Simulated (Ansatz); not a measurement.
# Li (Im-3m): phonon-mediated transition temperature

Aim: the phonon-mediated transition temperature of Li (Im-3m) at ambient pressure, over a range of μ*. The cell shown first is a relaxed one, from steps not shown here.

Main program and level: Ansatz 0.2.0; DFT PBE, scalar-relativistic, plane waves, PAW; PAW set soft_1.

Report form: the programs' logs are mostly left out.

In doubt: the program doubts the meshes or the phonons of the coupling sums (steps 2, 3), which bears on λ, Tc and transport values.

**1. The cell after earlier relaxation steps**

It takes space group Im-3m (No. 229, cubic). The conventional cell has a = 3.434 Å, b = 3.434 Å, c = 3.434 Å, α = 90.00°, β = 90.00°, γ = 90.00°. Nearest to Li lie 8 Li at 2.97 Å.

**2. Resistivity: q 4×4×4, k 16×16×16, scattering 24×24×24**

The run that gives the couplings also evaluates McMillan's and Allen and Dynes's formulas and, where asked, the Eliashberg equations, over a range of μ*.

The input, input.yaml:

```yaml
crystal:
  lattice:
    - [-1.7169924773, 1.7169924773, 1.7169924773]
    - [1.7169924773, -1.7169924773, 1.7169924773]
    - [1.7169924773, 1.7169924773, -1.7169924773]
  atoms:
    - { symbol: Li, position: [0.0, 0.0, 0.0] }
kpoints:
  mp_grid: { grid: [16, 16, 16] }
hamiltonian:
  xc: pbe
  pseudopotentials: { kind: paw, azcp: { folder: soft_1 } }
scf:
  occupations: { method: methfessel_paxton, width: 0.2 }
output:
  eigenvalues: true
phonons:
  method: dfpt
  qmesh: [4, 4, 4]
  temperatures: { t_max: 1000, t_step: 50 }
  qpath:
    path:
      - [[0.0, 0.0, 0.0], [0.5, -0.5, 0.5], [0.0, 0.0, 0.5], [0.0, 0.0, 0.0], [0.25, 0.25, 0.25], [0.5, -0.5, 0.5]]
      - [[0.25, 0.25, 0.25], [0.0, 0.0, 0.5]]
    npoints: 6
  electrical_resistivity:
    mesh: [24, 24, 24]
    temperatures: [20.0, 50.0, 80.0, 100.0, 150.0, 200.0, 273.0, 300.0, 400.0, 500.0, 600.0, 800.0]
  superconductivity: { mesh: [24, 24, 24] }
```

Run with:

```
> ansatz run input.yaml --threads 16 --pin off --max-ram 92160MiB --backend cuda --events-out ev --progress --plain --runs-dir out --max-vram 78GiB
```

The job ended after 22 s (1 × NVIDIA GB200 with 16 threads of Arm Neoverse V2, shared host; peak memory 2.1 GiB; 3 min of CPU time).

This step gave:

| Property | Result |
| --- | --- |
| volume per atom | 20.25 Å³/atom |
| metallic on mesh | yes |
| gap on the k-mesh | 0 eV |
| zero point energy | 0.03981 eV/cell |
| share of imaginary modes in the plain interpolation between solved wavevectors | 0.0013 |
| highest frequency, solved or plainly interpolated | 331.0 cm⁻¹ |
| Debye temperature (second moment) | 425 K |
| resistivity at 300 K | 11.22 μΩ cm |
| coupling constant λ | 0.4735 |
| density of states at the Fermi level | 0.2363 states/eV a spin and cell |
| log mean phonon energy ħω_log | 13.99 meV |
| transport coupling constant λ_tr | 0.5482, 0.5482, 0.5482 (xx, yy, zz) |
| Drude plasma energy | 6.705, 6.705, 6.705 eV (xx, yy, zz) |
| resistivity times mean free path | 9.454, 9.454, 9.454 × 10⁻¹⁶ Ω m² (xx, yy, zz) |
| second-moment phonon energy ħω₂ | 21.57 meV |
| coupling λ by branch | 0.272, 0.0852, 0.116 (branches by rank of frequency) |

An empty cell: under 1 mK by a formula, or no transition down to the floor of the Eliashberg search. Transition temperatures:

```
  μ*  McMillan Tc (K)  Allen–Dynes Tc (K)  isotropic Fermi-surface Tc (K)  isotropic full bandwidth Tc (K)  anisotropic Fermi-surface Tc (K)  anisotropic full bandwidth Tc (K)  anisotropic narrow window Tc (K)
0.08             2.15                2.21                            1.85                             1.85                               2.3                                2.3                               2.3
 0.1             1.58                1.61                            1.29                             1.29                              1.72                               1.72                              1.72
0.12              1.1                1.12                           0.856                            0.857                              1.25                               1.26                              1.26
0.13            0.895               0.912                           0.683                            0.683                              1.06                               1.06                              1.06
0.14            0.716                0.73                           0.537                            0.537                             0.895                              0.896                             0.896
0.16            0.431               0.438                           0.313                            0.313                             0.624                              0.624                             0.624
 0.2            0.108               0.109                               -                                -                             0.282                              0.283                             0.282
```

**3. Resistivity: q 4×4×4, k 20×20×20, scattering 32×32×32**

The next rung changes the k mesh of the density and its response; the scattering mesh, which samples the Fermi surface.

input.yaml: that of step 2 with these lines changed.

```diff
@@ -8,3 +8,3 @@
 kpoints:
-  mp_grid: { grid: [16, 16, 16] }
+  mp_grid: { grid: [20, 20, 20] }
 hamiltonian:
@@ -26,4 +26,4 @@
   electrical_resistivity:
-    mesh: [24, 24, 24]
+    mesh: [32, 32, 32]
     temperatures: [20.0, 50.0, 80.0, 100.0, 150.0, 200.0, 273.0, 300.0, 400.0, 500.0, 600.0, 800.0]
-  superconductivity: { mesh: [24, 24, 24] }
+  superconductivity: { mesh: [32, 32, 32] }
```

The job ended after 42 s (1 × NVIDIA GB200 with 16 threads; peak memory 2.8 GiB; 7.3 min of CPU time).

This step gave:

```yaml
zero_point_energy: 0.03988 eV/cell
highest_frequency_solved_or_plainly_interpolated: 331.2 cm⁻¹
resistivity_at_300_k: 11.21 μΩ cm
coupling_constant_lambda: 0.4668
density_of_states_at_the_fermi_level: 0.2359 states/eV a spin and cell
log_mean_phonon_energy_omega_log: 14.64 meV
transport_coupling_constant_lambda_tr: 0.5451, 0.5451, 0.5451 (xx, yy, zz)
drude_plasma_energy: 6.719, 6.719, 6.719 eV (xx, yy, zz)
resistivity_times_mean_free_path: 9.431, 9.431, 9.431 × 10⁻¹⁶ Ω m² (xx, yy, zz)
second_moment_phonon_energy_omega: 21.75 meV
coupling_lambda_by_branch: 0.263, 0.084, 0.12 (branches by rank of frequency)
```

An empty cell: under 1 mK by a formula, or no transition down to the floor of the Eliashberg search. Transition temperatures:

```
  μ*  McMillan Tc (K)  Allen–Dynes Tc (K)  isotropic Fermi-surface Tc (K)  isotropic full bandwidth Tc (K)  anisotropic Fermi-surface Tc (K)  anisotropic full bandwidth Tc (K)  anisotropic narrow window Tc (K)
0.08             2.13                2.18                            1.85                             1.85                              2.27                               2.27                              2.27
 0.1             1.55                1.58                            1.28                             1.28                              1.68                               1.68                              1.68
0.12             1.07                1.09                           0.846                            0.846                              1.22                               1.22                              1.22
0.13            0.863                0.88                           0.672                            0.673                              1.03                               1.03                              1.03
0.14            0.686               0.699                           0.526                            0.526                              0.86                              0.861                              0.86
0.16            0.405               0.412                           0.303                            0.303                              0.59                              0.592                             0.591
 0.2           0.0953              0.0967                               -                                -                             0.257                              0.258                             0.258
```

Between step 2 and this run (k-mesh 20×20×20 and scattering mesh 32×32×32) the value for the log mean phonon energy ħω_log moves from 14.0 meV to 14.6 meV (+5 %).

**4. Coupling and resistivity: q 6×6×6, k 24×24×24, scattering 40×40×40**

The next rung changes the q mesh, which sets the reach of the force constants and couplings; the k mesh of the density and its response; the scattering mesh, which samples the Fermi surface.

input.yaml, the sections that differ from step 3:

```yaml
kpoints:
  mp_grid: { grid: [24, 24, 24] }
phonons:
  method: dfpt
  qmesh: [6, 6, 6]
  temperatures: { t_max: 1000, t_step: 50 }
  qpath:
    path:
      - [[0.0, 0.0, 0.0], [0.5, -0.5, 0.5], [0.0, 0.0, 0.5], [0.0, 0.0, 0.0], [0.25, 0.25, 0.25], [0.5, -0.5, 0.5]]
      - [[0.25, 0.25, 0.25], [0.0, 0.0, 0.5]]
    npoints: 6
  electrical_resistivity:
    mesh: [40, 40, 40]
    temperatures: [20.0, 50.0, 80.0, 100.0, 150.0, 200.0, 273.0, 300.0, 400.0, 500.0, 600.0, 800.0]
  superconductivity: { mesh: [40, 40, 40] }
# crystal, hamiltonian, scf, output: as in step 3
```

Wall time 1.8 min (1 × NVIDIA GB200 with 16 threads); peak memory 5.6 GiB.

This step gave:

```yaml
zero_point_energy: 0.04002 eV/cell
share_of_imaginary_modes_in_the_plain_interpolation_between_solved_wavevectors: 0
highest_frequency_solved_or_plainly_interpolated: 331.4 cm⁻¹
debye_temperature_second_moment: 426 K
resistivity_at_300_k: 11.14 μΩ cm
coupling_constant_lambda: 0.4617
density_of_states_at_the_fermi_level: 0.2358 states/eV a spin and cell
log_mean_phonon_energy_omega_log: 15.24 meV
transport_coupling_constant_lambda_tr: 0.5402, 0.5402, 0.5402 (xx, yy, zz)
drude_plasma_energy: 6.72, 6.72, 6.72 eV (xx, yy, zz)
resistivity_times_mean_free_path: 9.426, 9.426, 9.426 × 10⁻¹⁶ Ω m² (xx, yy, zz)
second_moment_phonon_energy_omega: 21.89 meV
coupling_lambda_by_branch: 0.255, 0.0824, 0.124 (branches by rank of frequency)
```

An empty cell: under 1 mK by a formula, or no transition down to the floor of the Eliashberg search. Transition temperatures:

```
  μ*  McMillan Tc (K)  Allen–Dynes Tc (K)  isotropic Fermi-surface Tc (K)  isotropic full bandwidth Tc (K)  anisotropic Fermi-surface Tc (K)  anisotropic full bandwidth Tc (K)  anisotropic narrow window Tc (K)
0.08             2.13                2.18                            1.86                             1.86                              2.26                               2.26                              2.26
 0.1             1.54                1.57                            1.29                             1.29                              1.67                               1.67                              1.67
0.12             1.05                1.07                           0.845                            0.845                               1.2                                1.2                               1.2
0.13            0.845               0.861                            0.67                             0.67                              1.01                               1.01                              1.01
0.14            0.667               0.679                           0.522                            0.522                             0.841                              0.843                             0.842
0.16            0.388               0.394                           0.298                            0.299                             0.572                              0.573                             0.572
 0.2            0.087              0.0882                               -                                -                             0.242                              0.243                             0.242
```

Eliashberg function α²F against phonon energy; read off at these points:

```
phonon energy (meV)      α²F   α²F tr
                1.0   7.5e-4        0
                2.0  0.00221   7.3e-5
                3.0  0.00501   4.6e-4
                4.0   0.0147  0.00924
                5.0   0.0388   0.0435
                6.0   0.0652   0.0907
                7.0   0.0773    0.110
                8.0   0.0819    0.114
                9.0   0.0906    0.126
               10.0   0.0996    0.139
               11.0    0.109    0.154
               12.0    0.118    0.168
               13.0    0.129    0.187
               14.0    0.138    0.205
               15.0    0.146    0.224
               15.6    0.147    0.227
               16.0    0.122    0.172
               17.0   0.0927    0.110
               18.0   0.0849   0.0946
               19.0   0.0810   0.0882
               20.0   0.0795   0.0857
               21.0   0.0797   0.0868
               22.0   0.0826   0.0919
               23.0   0.0918    0.109
               24.0   0.0982    0.118
               25.0   0.0976    0.113
               26.0   0.0958    0.105
               27.0   0.0945   0.0975
               28.0   0.0957   0.0931
               29.0   0.0994   0.0920
               30.0    0.105   0.0935
               31.0    0.113   0.0978
               32.0    0.121    0.102
               33.0    0.123    0.103
               34.0    0.132    0.109
               35.0    0.151    0.123
               36.0    0.195    0.155
               37.0    0.317    0.247
               38.0    0.381    0.334
               38.3    0.370    0.341
               39.0    0.261    0.214
               40.0   0.0295   0.0242
```

Anisotropic full-bandwidth solution, weighted at the Fermi level. Gaps:

```
 mu*  T (K)  mean gap (meV)  5 % (meV)  95 % (meV)  mean Z
 0.1  0.418           0.228      0.115       0.308    1.46
 0.1  0.835           0.216      0.109       0.291    1.46
 0.1   1.25           0.173     0.0867       0.233    1.46
 0.1    1.5           0.117     0.0583       0.157    1.46
0.13  0.253           0.132     0.0538       0.187    1.46
0.13  0.505           0.125     0.0505       0.176    1.46
0.13  0.758             0.1     0.0402       0.141    1.46
0.13  0.909          0.0675      0.027       0.095    1.46
0.16  0.143          0.0715     0.0205       0.106    1.46
0.16  0.287          0.0675     0.0192      0.0996    1.46
0.16   0.43           0.054     0.0153      0.0798    1.46
0.16  0.516          0.0364     0.0103      0.0537    1.46
```

Table of dTc/da2F by phonon energy:

```
phonon energy (meV)  dTc/da2F (K/meV)
                  2              4.55
                  4              3.17
                  6              2.45
                  8              2.00
                 10              1.69
                 12              1.45
                 14              1.28
                 16              1.14
                 18              1.02
                 20             0.928
                 22             0.846
                 24             0.778
                 26             0.718
                 28             0.666
                 30             0.620
                 32             0.580
                 34             0.544
                 36             0.510
                 38             0.481
                 40             0.455
```

Share of the Fermi-level states against lambda of a state:

```
lambda of a state  share of the Fermi-level states
            0.223                           0.0014
            0.252                           0.0521
            0.282                           0.0691
            0.312                           0.0693
            0.341                           0.0377
            0.371                           0.0799
            0.401                           0.0243
            0.430                           0.0854
            0.460                           0.0785
            0.489                            0.059
            0.519                            0.114
            0.549                            0.119
            0.578                           0.0531
            0.608                            0.103
            0.638                           0.0332
            0.667                           0.0131
            0.697                           0.0036
            0.726                           0.0035
            0.756                           7.0e-4
            0.786                           1.0e-4
            0.815                           2.0e-4
            0.845                           1.0e-4
            0.875                                0
            0.904                                0
```

Twice the integral of α²F/ω over this curve gives λ = 0.46, half of it from below 15.6 meV. Distinct peaks of the Eliashberg function α²F (α²F) stand at 15.6 and 38.0 meV; the one at 38.0 meV is strongest.

**5. What came out**

| Quantity | Value |
| --- | --- |
| meshes | q 6×6×6, k 24×24×24, scattering 40×40×40 |
| coupling constant λ | 0.462 |
| log mean phonon energy ħω_log | 15.2 meV |
| Allen–Dynes Tc at μ* = 0.1 | 1.57 K |
| Allen–Dynes Tc at μ* = 0.13 | 0.861 K |
| anisotropic Eliashberg Tc at μ* = 0.1 | 1.67 K |
| anisotropic Eliashberg Tc at μ* = 0.13 | 1.01 K |

What this shows: In the last run (PBE, q 6×6×6, k 24×24×24, scattering 40×40×40), with λ = 0.46 and ħω_log = 15.2 meV, Tc at μ* = 0.13 is 0.84 K by McMillan's formula, 0.86 K by Allen and Dynes's and 1.0 K by the anisotropic Eliashberg equations. Measured: transition temperature: 0.0004 K (below 0.4 mK, ambient pressure; low-temperature measurement; “Superconductivity in lithium below 0.4 millikelvin at ambient pressure”, 2007, Nature, 10 May 2007). At μ* = 0.13 the calculation gives 1.0 K, far above it. These runs do not show the cause; candidates are the relaxed cell, a larger μ*, another crystal phase in the cold and the meshes. Raising μ* from 0.10 to 0.16 lowers the Allen–Dynes value from 1.6 to 0.39 K. The mean gap at a quarter of Tc gives 2Δ/k_B Tc = 3.03, against 3.53 in weak-coupling theory. The gap spreads from 0.054 to 0.19 meV over nine tenths of the Fermi surface. By the run's own test λ is not converged in the fine mesh: it moves by 1 % between the two finest, and by up to 13 % in the other runs. The run's transport test calls it not converged in the mesh. In 2 of the runs shown the interpolated phonons dip below zero somewhere, which the program warns of. Over the runs, λ takes the values 0.473, 0.467 and 0.462, in the order shown. μ* is a typed number, phonons are harmonic, and spin fluctuations are left out; at μ* = 0.13 McMillan's formula turns 1 % in λ into about 5.8 % in Tc.

[Logs are printed without paths, hosts, clocks, repeated set-up lines and the standing remarks that a program may print on its own settings, such as how far it seeks lower states.]

[Hosts, paths, dates, database ids (printed as entryN), source tags and the programs' standing remarks are cut or masked in the printed files.]
